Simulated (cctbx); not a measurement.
# Fe4CoGeB2 with cctbx, script by script

Library: cctbx 2025.11. The data are simulated by the first script.

## 1. Simulate the data

run.py:

```python
from cctbx import adptbx, crystal, miller, sgtbx, xray
from cctbx.array_family import flex
from iotbx.shelx import hklf
from scitbx import matrix
import scitbx.random

cs = crystal.symmetry(unit_cell=(5.619, 5.619, 10.359, 90, 90, 90), space_group_symbol='Hall: -I 4 2c')  # I4/mcm
atoms = [  # label, site, U (iso, or U11 U22 U33 U12 U13 U23 in A^2), occupancy
    ("Ge1", (0.5, 0.5, 0.25), (0.0165, 0.0165, 0.0200, 0.0000, 0.0000, 0.0000), 1),
    ("Co1", (0, 0, 0), (0.0259, 0.0259, 0.0211, 0.0000, 0.0000, 0.0000), 1),
    ("Fe1", (0.3322, 0.1678, 0.1394), (0.0235, 0.0235, 0.0242, -0.0006, -0.0001, 0.0001), 1),
    ("B1", (0.8775, 0.6225, 0), (0.0437, 0.0437, 0.0474, -0.0006, 0.0000, 0.0000), 1),
]
xs = xray.structure(crystal_symmetry=cs)
for label, site, u, occ in atoms:
    u = adptbx.u_cif_as_u_star(cs.unit_cell(), u) if isinstance(u, tuple) else u
    xs.add_scatterer(xray.scatterer(label, site=site, u=u, occupancy=occ))
xs.set_inelastic_form_factors(1.54184, "sasaki")
xs.show_summary()
p1 = xs.expand_to_p1()
ms = miller.build_set(p1, anomalous_flag=True, d_min=0.8)
flex.set_random_seed(800978)
scitbx.random.set_random_seed(800978)
ms = ms.select(flex.random_double(ms.size()) < 0.8)
i = ms.structure_factors_from_scatterers(p1, algorithm="direct").f_calc().as_intensity_array().data()
i = i * 5000 / flex.max(i)
sig = flex.sqrt(i + flex.pow2(0.015 * i) + 4 ** 2)
noise = scitbx.random.variate(scitbx.random.normal_distribution())(i.size())
data = ms.array(data=i + sig * noise, sigmas=sig).set_observation_type_xray_intensity()
with open("data.hkl", "w") as f:
    data.export_as_shelx_hklf(f)
print("reflections written:", data.size(), " <I/sigma> = %.1f" % flex.mean(data.data() / data.sigmas()))
for h, a, b in list(data.sort("data"))[:12]:
    print("%4d%4d%4d %9.1f %7.1f" % (h + (a, b)))
```

```console
$ python run.py
```

```text
Number of scatterers: 4
At special positions: 4
Unit cell: (5.619, 5.619, 10.359, 90, 90, 90)
Space group: I 4/m c m (No. 140)
reflections written: 2115  <I/sigma> = 5.0
  -2   0  -4    5184.1   103.2
   0   2   4    5089.7   103.2
   0   2  -4    5002.1   103.2
  -2   0   4    4991.3   103.2
   2   0  -4    4926.1   103.2
  -1   3   0    4903.0   101.0
   3   1   0    4899.0   101.0
   1  -3   0    4872.4   101.0
   1   3   0    4857.8   101.0
  -3   1   0    4788.1   101.0
  -1  -3   0    4720.1   101.0
   3  -1   0    4686.0   101.0
```

Run time: 0.36 s on 1 thread of Arm Neoverse N1, on a shared host, peak memory 0.07 GiB.

## 2. Refinement (right model, isotropic)

run.py:

```python
import math
from cctbx import adptbx, crystal, maptbx, sgtbx, xray
from cctbx.array_family import flex
from cctbx.xray import observations
from iotbx.shelx import hklf
from scitbx.lstbx import normal_eqns_solving
from smtbx import absolute_structure, utils
from smtbx.refinement import constraints, least_squares

cs = crystal.symmetry(unit_cell=(5.619, 5.619, 10.359, 90, 90, 90), space_group_symbol='Hall: -I 4 2c')  # I4/mcm
atoms = [  # label, site, U (iso, or U11 U22 U33 U12 U13 U23 in A^2), occupancy
    ("Ge1", (0.5, 0.5, 0.25), 0.0200, 1),
    ("Co1", (0, 0, 0), 0.0200, 1),
    ("Fe1", (0.3369, 0.1631, 0.1444), 0.0200, 1),
    ("B1", (0.8742, 0.6258, 0), 0.0200, 1),
]
xs = xray.structure(crystal_symmetry=cs)
for label, site, u, occ in atoms:
    u = adptbx.u_cif_as_u_star(cs.unit_cell(), u) if isinstance(u, tuple) else u
    xs.add_scatterer(xray.scatterer(label, site=site, u=u, occupancy=occ))
xs.set_inelastic_form_factors(1.54184, "sasaki")
raw = hklf.reader(file_name="data.hkl").as_miller_arrays(crystal_symmetry=cs, anomalous=True)[0]
merged = raw.eliminate_sys_absent().merge_equivalents()
fo2 = merged.array().set_observation_type_xray_intensity()
print("Rint %.3f, %d unique reflections to %.2f A" % (merged.r_int(), fo2.size(), fo2.d_min()))
for sc in xs.scatterers():
    sc.flags.set_grad_site(True)
    sc.flags.set_grad_u_aniso(sc.flags.use_u_aniso())
    sc.flags.set_grad_u_iso(sc.flags.use_u_iso())
obs = fo2.as_xray_observations()
extra = {}
rep = constraints.reparametrisation(xs, [], utils.connectivity_table(xs), **extra)
ls = least_squares.crystallographic_ls(obs, rep, weighting_scheme=least_squares.mainstream_shelx_weighting(a=0, b=0))
print("cycle     R1     wR2    GooF  max shift (A)")
for cycle in range(8):
    ls.build_up()
    r1, wr2, goof = ls.r1_factor(cutoff_factor=2)[0], ls.wR2(), ls.goof()
    old = xs.sites_cart()
    normal_eqns_solving.levenberg_marquardt_iterations(ls, n_max_iterations=3, tau=1e-06, step_threshold=1e-7)
    big = flex.max((xs.sites_cart() - old).norms())
    print("%4d %7.4f %7.4f %7.3f %9.5f" % (cycle + 1, r1, wr2, goof, big))
    ls.build_up(objective_only=True)
    if abs(ls.wR2() - wr2) < 5e-5 and big < 5e-4:
        break
ls.build_up()
print("final R1 %.4f wR2 %.4f GooF %.3f  parameters %d  data/parameter %.1f" % (ls.r1_factor(cutoff_factor=2)[0], ls.wR2(), ls.goof(), ls.n_parameters, fo2.size() / ls.n_parameters))
cov = ls.covariance_matrix_and_annotations()
su = dict(zip(cov.annotations, (math.sqrt(max(v, 0)) for v in cov.matrix.matrix_packed_u_diagonal())))
a2 = cs.unit_cell().reciprocal_parameters()[0] ** -2
print("atom        x        y        z      Ueq    occ   su(xyz)  su(Uiso or U11)")
for sc in xs.scatterers():
    s = max(su.get(sc.label + k, 0) for k in (".x", ".y", ".z"))
    npd = "" if sc.is_positive_definite_u(cs.unit_cell()) else "  NPD"
    print("%-5s %8.5f %8.5f %8.5f %8.4f %6.3f %8.5f %7.4f%s" % ((sc.label,) + sc.site + (sc.u_iso_or_equiv(cs.unit_cell()), sc.occupancy, s, su.get(sc.label + ".uiso", su.get(sc.label + ".u11", 0) * a2), npd)))
fo = fo2.f_sq_as_f()
fc = fo.structure_factors_from_scatterers(xs, algorithm="direct").f_calc()
diff = fo.f_obs_minus_f_calc(1 / math.sqrt(ls.scale_factor()), fc).average_bijvoet_mates()
m = diff.fft_map(symmetry_flags=maptbx.use_space_group_symmetry, resolution_factor=0.25).apply_volume_scaling()
print("difference map: max %.2f min %.2f rms %.2f" % (m.statistics().max(), m.statistics().min(), m.statistics().sigma()))
peaks = m.peak_search(parameters=maptbx.peak_search_parameters(min_distance_sym_equiv=0.6, max_clusters=6)).all()
near = xs.closest_distances(peaks.sites(), distance_cutoff=4)
sps = cs.special_position_settings(min_distance_sym_equiv=0.5)
for k, (x, h) in enumerate(zip(peaks.sites(), peaks.heights())):
    ss = sps.site_symmetry(x)
    print("Q%-3d %7.4f %7.4f %7.4f %4d %7.2f  %.2f A from %s" % ((k + 1,) + tuple(t % 1 for t in ss.exact_site()) + (ss.multiplicity(), h, near.smallest_distances[k], xs.scatterers()[near.i_seqs[k]].label)))
```

```console
$ python run.py
```

```text
Rint 0.031, 103 unique reflections to 0.80 A
cycle     R1     wR2    GooF  max shift (A)
   1  0.1446  0.2950  14.294   0.06352
   2  0.0152  0.0276   1.336   0.00026
final R1 0.0151 wR2 0.0276 GooF 1.335  parameters 7  data/parameter 14.7
atom        x        y        z      Ueq    occ   su(xyz)  su(Uiso or U11)
Ge1    0.50000  0.50000  0.25000   0.0178  1.000  0.00000  0.0003
Co1    0.00000  0.00000  0.00000   0.0237  1.000  0.00000  0.0004
Fe1    0.33209  0.16791  0.13949   0.0238  1.000  0.00011  0.0002
B1     0.87870  0.62130  0.00000   0.0427  1.000  0.00135  0.0024
difference map: max 0.65 min -0.62 rms 0.14
Q1    0.0000  0.0000  0.2052    8    0.65  0.46 A from Ge1
Q2    0.2038  0.2962  0.3289   16    0.61  0.43 A from Fe1
Q3    0.0688  0.4312  0.0771   16    0.48  0.90 A from B1
Q4    0.0503  0.0991  0.5000   16    0.44  0.62 A from Co1
Q5    0.1803  0.3197  0.2246   16    0.39  1.41 A from Fe1
Q6    0.2112  0.2888  0.0926   16    0.36  1.08 A from Fe1
```

Time: 0.51 s.

## 3. Refinement (right model, anisotropic)

run.py, as its changes from the last script of this kind:

```diff
@@ -12,4 +12,4 @@
-    ("Ge1", (0.5, 0.5, 0.25), 0.0200, 1),
-    ("Co1", (0, 0, 0), 0.0200, 1),
-    ("Fe1", (0.3369, 0.1631, 0.1444), 0.0200, 1),
-    ("B1", (0.8742, 0.6258, 0), 0.0200, 1),
+    ("Ge1", (0.5, 0.5, 0.25), 0.0178, 1),
+    ("Co1", (0, 0, 0), 0.0237, 1),
+    ("Fe1", (0.33209, 0.16791, 0.13949), 0.0238, 1),
+    ("B1", (0.8787, 0.6213, 0), 0.0427, 1),
@@ -21,0 +22 @@
+xs.convert_to_anisotropic()
```

```console
$ python run.py
```

```text
Rint 0.031, 103 unique reflections to 0.80 A
cycle     R1     wR2    GooF  max shift (A)
   1  0.0151  0.0276   1.387   0.00499
   2  0.0121  0.0191   0.963   0.00000
final R1 0.0121 wR2 0.0191 GooF 0.963  parameters 14  data/parameter 7.4
atom        x        y        z      Ueq    occ   su(xyz)  su(Uiso or U11)
Ge1    0.50000  0.50000  0.25000   0.0176  1.000  0.00000  0.0003
Co1    0.00000  0.00000  0.00000   0.0241  1.000  0.00000  0.0004
Fe1    0.33206  0.16794  0.13950   0.0238  1.000  0.00008  0.0002
B1     0.87807  0.62193  0.00000   0.0434  1.000  0.00100  0.0027
difference map: max 0.42 min -0.37 rms 0.12
Q1    0.0693  0.4307  0.0746   16    0.42  0.88 A from B1
Q2    0.2057  0.2943  0.0933   16    0.35  1.11 A from Fe1
Q3    0.1967  0.3033  0.3313   16    0.34  0.38 A from Fe1
Q4    0.1192  0.2129  0.1771   32    0.34  1.28 A from Fe1
Q5    0.0914  0.1883  0.0477   32    0.33  1.19 A from B1
Q6    0.1841  0.3159  0.2240   16    0.29  1.42 A from Fe1
```

Time: 0.52 s.

## 4. Refinement

run.py, as its changes from the last script of this kind:

```diff
@@ -15 +14,0 @@
-    ("B1", (0.8787, 0.6213, 0), 0.0427, 1),
@@ -36 +35 @@
-for cycle in range(8):
+for cycle in range(12):
```

```console
$ python run.py
```

```text
Rint 0.031, 103 unique reflections to 0.80 A
cycle     R1     wR2    GooF  max shift (A)
   1  0.0585  0.1225   6.030   0.00453
   2  0.0589  0.1180   5.809   0.00000
final R1 0.0589 wR2 0.1180 GooF 5.809  parameters 10  data/parameter 10.3
atom        x        y        z      Ueq    occ   su(xyz)  su(Uiso or U11)
Ge1    0.50000  0.50000  0.25000   0.0165  1.000  0.00000  0.0015
Co1    0.00000  0.00000  0.00000   0.0222  1.000  0.00000  0.0023
Fe1    0.33212  0.16788  0.13905   0.0226  1.000  0.00046  0.0010
difference map: max 5.08 min -1.15 rms 0.44
Q1    0.1289  0.3711  0.0000    8    5.11  2.16 A from Fe1
Q2    0.0928  0.4072  0.5000    8    1.52  1.56 A from Fe1
Q3    0.1997  0.3003  0.3410   16    1.27  0.33 A from Fe1
Q4    0.0838  0.1710  0.0000   16    0.56  1.07 A from Co1
Q5    0.0000  0.0000  0.2500    4    0.50  0.00 A from Ge1
Q6    0.0411  0.2781  0.4280   32    0.48  1.04 A from Fe1
```

Time: 0.5 s.

This run holds a fault made on purpose: atom left out: B1.

## 5. Refinement

run.py, as its changes from the last script of this kind:

```diff
@@ -14,0 +15 @@
+    ("B1", (0.8787, 0.6213, 0), 0.0427, 1),
@@ -23 +24 @@
-merged = raw.eliminate_sys_absent().merge_equivalents()
+merged = raw.eliminate_sys_absent().resolution_filter(d_min=1.6).merge_equivalents()
```

```console
$ python run.py
```

```text
Rint 0.018, 15 unique reflections to 1.68 A
cycle     R1     wR2    GooF  max shift (A)
   1  0.0077  0.0147   4.144   0.05345
   2  0.0010  0.0016   0.461   0.01316
   3  0.0005  0.0011   0.320   0.00243
   4  0.0005  0.0011   0.319   0.00029
final R1 0.0005 wR2 0.0011 GooF 0.319  parameters 14  data/parameter 1.1
atom        x        y        z      Ueq    occ   su(xyz)  su(Uiso or U11)
Ge1    0.50000  0.50000  0.25000   0.0124  1.000  0.00000  6.2628
Co1    0.00000  0.00000  0.00000   0.0231  1.000  0.00000 19.2197
Fe1    0.33177  0.16823  0.13955   0.0224  1.000  0.25839  6.2655
B1     0.86997  0.63003  0.00000   0.0507  1.000 10.45040 90.7207
difference map: max 0.01 min -0.01 rms 0.00
Q1    0.0000  0.5000  0.0000    4    0.01  1.03 A from B1
Q2    0.0000  0.0000  0.0000    4    0.01  0.00 A from Co1
Q3    0.2500  0.2500  0.2500    8    0.01  1.32 A from Fe1
```

Time: 0.59 s.

This run holds a fault made on purpose: data cut at low resolution.

## 6. Refinement

run.py, as its changes from the last script of this kind:

```diff
@@ -13,2 +13,2 @@
-    ("Co1", (0, 0, 0), 0.0237, 1),
-    ("Fe1", (0.33209, 0.16791, 0.13949), 0.0238, 1),
+    ("Fe1", (0, 0, 0), 0.0237, 1),
+    ("Co1", (0.33209, 0.16791, 0.13949), 0.0238, 1),
@@ -24 +24 @@
-merged = raw.eliminate_sys_absent().resolution_filter(d_min=1.6).merge_equivalents()
+merged = raw.eliminate_sys_absent().merge_equivalents()
```

```console
$ python run.py
```

```text
Rint 0.031, 103 unique reflections to 0.80 A
cycle     R1     wR2    GooF  max shift (A)
   1  0.0304  0.0576   2.897   0.01041
   2  0.0161  0.0278   1.398   0.00000
final R1 0.0161 wR2 0.0278 GooF 1.398  parameters 14  data/parameter 7.4
atom        x        y        z      Ueq    occ   su(xyz)  su(Uiso or U11)
Ge1    0.50000  0.50000  0.25000   0.0174  1.000  0.00000  0.0004
Fe1    0.00000  0.00000  0.00000   0.0270  1.000  0.00000  0.0006
Co1    0.33201  0.16799  0.13950   0.0219  1.000  0.00011  0.0003
B1     0.87739  0.62261  0.00000   0.0436  1.000  0.00146  0.0040
difference map: max 0.47 min -0.60 rms 0.14
Q1    0.1926  0.3074  0.3305   16    0.48  0.37 A from Co1
Q2    0.0679  0.4321  0.0734   16    0.47  0.88 A from B1
Q3    0.1722  0.1771  0.0000   16    0.45  1.16 A from B1
Q4    0.1912  0.3088  0.1030   16    0.45  1.18 A from Co1
Q5    0.1459  0.1459  0.2500   16    0.34  1.16 A from Ge1
Q6    0.1739  0.3261  0.2139   16    0.32  1.47 A from Co1
```

Run time: 0.52 s on 1 thread of Arm Neoverse N1 (shared host), peak memory 0.09 GiB.

This run holds a fault made on purpose: elements exchanged: Co1 is Fe and Fe1 is Co.

[Logs are printed without paths, hosts, clocks, repeated set-up lines and the standing remarks that a program may print on its own settings, such as how far it seeks lower states.]
